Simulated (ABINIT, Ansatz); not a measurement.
# MgH2 (P4_2/mnm): G0W0 on several meshes in ABINIT, part 2 of 2

Aim: the GW shift of MgH2 (P4_2/mnm) against the k mesh.

ABINIT 10.8.3; PBE and many-body steps on it, plane waves. Known limits of the many-body steps: not at the basis limit; coarse k mesh.

So far. Step 4 (4×4×4): The gap on the mesh goes from 3.90 eV to 5.94 eV, a correction of +2.04 eV. Step 5 (Empty states on the mesh, 2×2×4 mesh, 181 bands): On this mesh the gap is 3.915 eV.

## (7) 2×2×4

This step: G0W0 on PBE, plane waves, norm-conserving pseudopotentials.

Input file run.abi:

```
acell 3*1.0 Angstrom
rprim 
  4.516800000000 0.000000000000 0.000000000000
  0.000000000000 4.516800000000 0.000000000000
  0.000000000000 0.000000000000 3.020500000000
ntypat 2
znucl 12 1
natom 6
typat 1 1 2 2 2 2
xred 
  0.000000000000 0.000000000000 0.000000000000
  0.500000000000 0.500000000000 0.500000000000
  0.306000000000 0.306000000000 0.000000000000
  0.194000000000 0.806000000000 0.500000000000
  0.694000000000 0.694000000000 0.000000000000
  0.806000000000 0.194000000000 0.500000000000
pp_dirpath "pseudos"
pseudos "Mg.upf, H.upf"
ecut 38
ngkpt 2 2 4
nshiftk 1
shiftk 0 0 0
kptopt 1
chksymbreak 0
istwfk *1
occopt 1
irdwfk 1
optdriver 4
nband 173
gwcalctyp 0
ecutsigx 38
symsigma 1
nkptgw 3
kptgw 
  0.0000000000 0.0000000000 0.5000000000
  0.5000000000 0.5000000000 0.5000000000
  0.0000000000 0.0000000000 0.0000000000
bdgw 
  11 14
  11 14
  10 14
ecuteps 6.5
irdscr 1
ppmodel 1
indata_prefix "in"
outdata_prefix "out"
tmpdata_prefix "tmp"
```

Run with:

```console
OMP_NUM_THREADS=1 mpirun -n 4 abinit run.abi > log
```

What it wrote:

```text
.Version 10.8.3 of ABINIT. v10.8.2 released Aug 2026.

 Symmetries : space group P4_2/m n m (#136); Bravais tP (primitive tetrag.)
[... echo of the input left out ...]
== DATASET  1 ==================================================================
-   mpi_nproc: 4, omp_nthreads: 1 (-1 if OMP is not activated)

--- !DatasetInfo
iteration_state: {dtset: 1, }
dimensions: {natom: 6, nkpt: 9, mband: 173, nsppol: 1, nspinor: 1, nspden: 1, mpw: 4696, }
cutoff_energies: {ecut:  38.0, pawecutdg:  -1.0, }
electrons: {nelect:   2.40000000E+01, charge:   0.00000000E+00, occopt:   1.00000000E+00, tsmear:   1.00000000E-02, }

 SIGMA: Calculation of the GW corrections

 Based on a program developped by R.W. Godby, V. Olevano, G. Onida, and L. Reining.
 Incorporated in ABINIT by V. Olevano, G.-M. Rignanese, and M. Torrent.
.Using double precision arithmetic ; gwpc =  8

[... cell and pseudopotentials left out ...]
--------------------------------------------------------------------------------

 ==== K-mesh for the wavefunctions ====
 Number of points in the irreducible wedge :     9
[... list of points left out ...]
 Together with 16 symmetry operations and time-reversal symmetry
 yields    16 points in the full Brillouin Zone.

 ==== Q-mesh for screening function ====
 Number of points in the irreducible wedge :     9
[... list of points left out ...]
 Together with 16 symmetry operations and time-reversal symmetry
 yields    16 points in the full Brillouin Zone.

 vcoul_init : cutoff-mode = AUXILIARY_FUNCTION
 q-points for optical limit:   1
     1)      0.000010    0.000020    0.000030
 setmesh: FFT mesh size selected  =    48x   48x   32
          total number of points  =        73728

 Number of electrons calculated from density =   24.0000; Expected =   24.0000
[...]
number of plane-waves for wavefunctions          4651
 number of bands                                   173
 number of q-points in IBZ                           9
 number of frequencies                               2
 number of real frequencies                          1
 number of imag frequencies                          1

 matrix elements of self-energy operator (all in [eV])

 Perturbative Calculation

--- !SelfEnergy_ee
iteration_state: {dtset: 1, }
kpoint     : [   0.000,    0.000,    0.500, ]
spin       : 1
KS_gap     :    6.309
QP_gap     :    8.503
Delta_QP_KS:    2.194
data: !SigmaeeData |
     Band     E0 <VxcDFT>   SigX SigC(E0)      Z dSigC/dE  Sig(E)    E-E0       E
       11   0.382 -11.709 -15.240   1.812   0.780  -0.282 -13.051  -1.342  -0.960
       12   0.382 -11.709 -15.240   1.812   0.780  -0.282 -13.051  -1.342  -0.960
       13   6.691 -10.008  -5.104  -3.854   0.811  -0.232  -9.155   0.853   7.544
[...]
--- !SelfEnergy_ee
iteration_state: {dtset: 1, }
kpoint     : [   0.500,    0.500,    0.500, ]
spin       : 1
KS_gap     :    4.769
QP_gap     :    6.879
Delta_QP_KS:    2.110
data: !SigmaeeData |
     Band     E0 <VxcDFT>   SigX SigC(E0)      Z dSigC/dE  Sig(E)    E-E0       E
[...]
--- !SelfEnergy_ee
iteration_state: {dtset: 1, }
kpoint     : [   0.000,    0.000,    0.000, ]
spin       : 1
KS_gap     :    5.246
QP_gap     :    6.966
Delta_QP_KS:    1.720
data: !SigmaeeData |
     Band     E0 <VxcDFT>   SigX SigC(E0)      Z dSigC/dE  Sig(E)    E-E0       E
[...]
13   5.207  -6.779  -2.648  -3.576   0.826  -0.210  -6.320   0.458   5.666
       14   5.547  -9.975  -5.523  -3.560   0.811  -0.233  -9.252   0.723   6.271

== END DATASET(S) ==============================================================
================================================================================

 -outvars: echo values of variables after computation  --------
           etotal      0.0000000000E+00
            nband         173
             nkpt           9
          spgroup         136
 [... the other variables as echoed above ...]

 Calculation completed.
```

Elapsed: 27 s, on 4 MPI ranks of Arm Neoverse V1, shared host; peak memory 1.4 GiB; 1.8 min of CPU time.

Numbers from this step:

```yaml
g0w0_gap_on_the_points_computed: 5.963 eV
starting_gap_on_the_mesh: 3.915 eV
k_of_the_valence_top: 0, 0, 0.5
k_of_the_conduction_bottom: 0.5, 0.5, 0.5
z_at_the_valence_top: 0.78
z_at_the_conduction_bottom: 0.821
least_direct_g0w0_gap_on_the_computed_points: 6.879 eV
```

Against G0W0 in ABINIT (4×4×4 mesh, 173 bands, screening to 176.9 eV, Godby-Needs plasmon pole), the gap moves by +0.027 eV.

## (8) Empty states on the mesh, 4×4×6 mesh, 181 bands

This step: DFT, PBE, plane waves, norm-conserving pseudopotentials.

run.abi: that of step 7 with these lines changed.

```diff
@@ -19,3 +19,3 @@
 ecut 38
-ngkpt 2 2 4
+ngkpt 4 4 6
 nshiftk 1
@@ -24,22 +24,10 @@
 chksymbreak 0
+irdden 1
 istwfk *1
+nband 181
+prtvol 0
+optdriver 6
+gwr_task "HDIAGO"
+paral_kgb 0
 occopt 1
-irdwfk 1
-optdriver 4
-nband 173
-gwcalctyp 0
-ecutsigx 38
-symsigma 1
-nkptgw 3
-kptgw 
-  0.0000000000 0.0000000000 0.5000000000
-  0.5000000000 0.5000000000 0.5000000000
-  0.0000000000 0.0000000000 0.0000000000
-bdgw 
-  11 14
-  11 14
-  10 14
-ecuteps 6.5
-irdscr 1
-ppmodel 1
 indata_prefix "in"
```

What it wrote:

```text
[banner, memory and clock lines left out]
.Version 10.8.3 of ABINIT. v10.8.2 released Aug 2026.

 Symmetries : space group P4_2/m n m (#136); Bravais tP (primitive tetrag.)
[... echo of the input left out ...]
== DATASET  1 ==================================================================
-   mpi_nproc: 4, omp_nthreads: 1 (-1 if OMP is not activated)

--- !DatasetInfo
iteration_state: {dtset: 1, }
dimensions: {natom: 6, nkpt: 24, mband: 181, nsppol: 1, nspinor: 1, nspden: 1, mpw: 4696, }
cutoff_energies: {ecut:  38.0, pawecutdg:  -1.0, }
[...]
Integrated=    2.4000E+01

 === KS gaps after direct diagonalization ===
 Indirect band gap semiconductor
 Fundamental gap:     3.895 (eV)
   VBM:     0.402 (eV) at k: [ 2.5000E-01,  0.0000E+00,  0.0000E+00]
   CBM:     4.297 (eV) at k: [ 5.0000E-01,  5.0000E-01,  5.0000E-01]
 Direct gap:         4.666 (eV) at k: [ 2.5000E-01,  2.5000E-01,  5.0000E-01]

== END DATASET(S) ==============================================================

 -outvars: echo values of variables after computation  --------
           etotal      0.0000000000E+00
            nband         181
             nkpt          24
          spgroup         136
 [... the other variables as echoed above ...]

 Calculation completed.
```

Elapsed: 6.7 min, on 4 MPI ranks; peak memory 4.9 GiB; 27 min of CPU time.

This step gave:

```
gap                                                           : 3.895 eV
k of the valence top                                          : 0.25, 0, 0
k of the conduction bottom                                    : 0.5, 0.5, 0.5
least direct gap                                              : 4.666 eV
k points computed                                             : 24
lowest point of the top converged band, above the valence top : 101.9259 eV
```

On this mesh the gap is 3.895 eV.

## (9) Screening, 4×4×6 mesh, 173 bands, screening to 176.9 eV

This step: RPA screening on PBE, plane waves, norm-conserving pseudopotentials.

run.abi: that of step 8 with these lines changed.

```diff
@@ -24,10 +24,11 @@
 chksymbreak 0
-irdden 1
 istwfk *1
-nband 181
-prtvol 0
-optdriver 6
-gwr_task "HDIAGO"
-paral_kgb 0
 occopt 1
+irdwfk 1
+optdriver 3
+nband 173
+ecuteps 6.5
+inclvkb 2
+awtr 1
+symchi 1
 indata_prefix "in"
```

What it wrote:

```text
.Version 10.8.3 of ABINIT. v10.8.2 released Aug 2026.

 Symmetries : space group P4_2/m n m (#136); Bravais tP (primitive tetrag.)
[... echo of the input left out ...]
== DATASET  1 ==================================================================
-   mpi_nproc: 4, omp_nthreads: 1 (-1 if OMP is not activated)

--- !DatasetInfo
iteration_state: {dtset: 1, }
dimensions: {natom: 6, nkpt: 24, mband: 173, nsppol: 1, nspinor: 1, nspden: 1, mpw: 4696, }
cutoff_energies: {ecut:  38.0, pawecutdg:  -1.0, }
[...]
--------------------------------------------------------------------------------
[... chi0 elements left out ...]
 For q-point:  0.000010 0.000020 0.000030
  dielectric constant =   3.6753
  dielectric constant without local fields =   4.0741

  Average fulfillment of the sum rule on Im[epsilon] for q-point    1 :     66.98  [%]
[... wings left out ...]
  q-point number  2        q = ( 0.250000, 0.000000, 0.000000) [r.l.u.]
--------------------------------------------------------------------------------
[... chi0 elements left out ...]
  Average fulfillment of the sum rule on Im[epsilon] for q-point    2 :     73.60  [%]

 [... 22 further q-points ...]
```

The job ended after 7.5 min (4 MPI ranks; peak memory 3.1 GiB).

Numbers from this step:

```yaml
eps_infinity_with_local_fields_on_this_mesh_along_the_program_s_q_direction: 3.675
the_same_without_local_fields: 4.074
plasma_frequency: 23.17 eV
plane_waves_in_the_screening_matrix: 315
```

## (10) 4×4×6

This step: G0W0 on PBE, plane waves, norm-conserving pseudopotentials.

run.abi: that of step 9 with these lines changed.

```diff
@@ -27,8 +27,21 @@
 irdwfk 1
-optdriver 3
+optdriver 4
 nband 173
+gwcalctyp 0
+ecutsigx 38
+symsigma 1
+nkptgw 4
+kptgw 
+  0.2500000000 0.0000000000 0.0000000000
+  0.5000000000 0.5000000000 0.5000000000
+  0.2500000000 0.2500000000 0.5000000000
+  0.0000000000 0.0000000000 0.0000000000
+bdgw 
+  11 14
+  11 14
+  11 14
+  10 14
 ecuteps 6.5
-inclvkb 2
-awtr 1
-symchi 1
+irdscr 1
+ppmodel 1
 indata_prefix "in"
```

What it wrote:

```text
.Version 10.8.3 of ABINIT. v10.8.2 released Aug 2026.

 Symmetries : space group P4_2/m n m (#136); Bravais tP (primitive tetrag.)
[... echo of the input left out ...]
== DATASET  1 ==================================================================
-   mpi_nproc: 4, omp_nthreads: 1 (-1 if OMP is not activated)

--- !DatasetInfo
iteration_state: {dtset: 1, }
dimensions: {natom: 6, nkpt: 24, mband: 173, nsppol: 1, nspinor: 1, nspden: 1, mpw: 4696, }
cutoff_energies: {ecut:  38.0, pawecutdg:  -1.0, }
[...]
Band     E0 <VxcDFT>   SigX SigC(E0)      Z dSigC/dE  Sig(E)    E-E0       E
[...]
13   5.207  -6.817  -2.901  -3.457   0.828  -0.208  -6.437   0.380   5.587
       14   5.547  -9.978  -5.720  -3.469   0.813  -0.231  -9.337   0.641   6.188

== END DATASET(S) ==============================================================
================================================================================

 -outvars: echo values of variables after computation  --------
           etotal      0.0000000000E+00
            nband         173
             nkpt          24
          spgroup         136
 [... the other variables as echoed above ...]

 Calculation completed.
```

The job ended after 2.1 min (4 MPI ranks; peak memory 3.2 GiB; 8.2 min of CPU time).

Numbers from this step:

| Item | Value |
| --- | --- |
| G0W0 gap on the mesh | 5.951 eV |
| starting gap on the mesh | 3.895 eV |
| k of the valence top | 0.25, 0, 0 |
| k of the conduction bottom | 0.5, 0.5, 0.5 |
| least direct G0W0 gap on the computed points | 6.759 eV |

Against G0W0 in ABINIT (4×4×4 mesh, 173 bands, screening to 176.9 eV, Godby-Needs plasmon pole), the gap moves by +0.015 eV.

## (11) The runs together

Times are wall times on 4 MPI ranks of Arm Neoverse V1, shared host, good to a factor of about two. A run's time includes the screening step that it read.

| run | mesh | bands | screening cutoff (eV) | DFT gap (eV) | gap on the mesh (eV) | direct (eV) | ε∞ used | time |
| --- | --- | --- | --- | --- | --- | --- | --- | --- |
| 4×4×4 | 4×4×4 | 173 | 176.9 | 3.895 | 5.936 | 6.748 | 3.66 | 5.4 min |
| 2×2×4 | 2×2×4 | 173 | 176.9 | 3.915 | 5.963 | 6.879 | 3.76 | 65 s |
| 4×4×6 | 4×4×6 | 173 | 176.9 | 3.895 | 5.951 | 6.759 | 3.68 | 9.6 min |

## (12) Outcome

* 4×4×4: 5.936 eV
* 2×2×4: 5.963 eV
* 4×4×6: 5.951 eV
* known limits: not at the basis limit; coarse k mesh

What this shows: 2×2×4: +0.027 eV against 4×4×4, +0.020 eV of it in the start. 4×4×6: +0.015 eV against 4×4×4. Bands and cutoff are finite, so the gap is not at the basis limit. The miss can reach some tenths of an eV and take either sign; the mesh is an error of its own. A denser mesh or path gives a starting gap of 3.76 eV: the GW mesh misses a band edge, so its gaps are not the fundamental one. The 4×4×4 mesh is coarse for this cell, which bears on the long-range parts of exchange and screening.

[Paths, hosts, dates, memory and timing lines, banners, echoed tables and standing remarks are left out of the program output.]

[Logs are printed without paths, hosts, clocks, repeated set-up lines and the standing remarks that a program may print on its own settings, such as how far it seeks lower states.]

[Runs of the session that timed out or met a known fault of the program may be left out.]

[Hosts, paths, dates, database ids (printed as entryN), source tags and the programs' standing remarks are cut or masked in the printed files.]

[G0W0 gaps are taken among the corrected bands and points alone; a level outside them can change the order at an edge.]

[Where Ansatz stands beside ABINIT at settings called matched, ABINIT's density can come from a denser mesh and the files from another edition; pairs whose starting gaps differed by over 0.03 eV were left out, so agreement reads better than it is.]
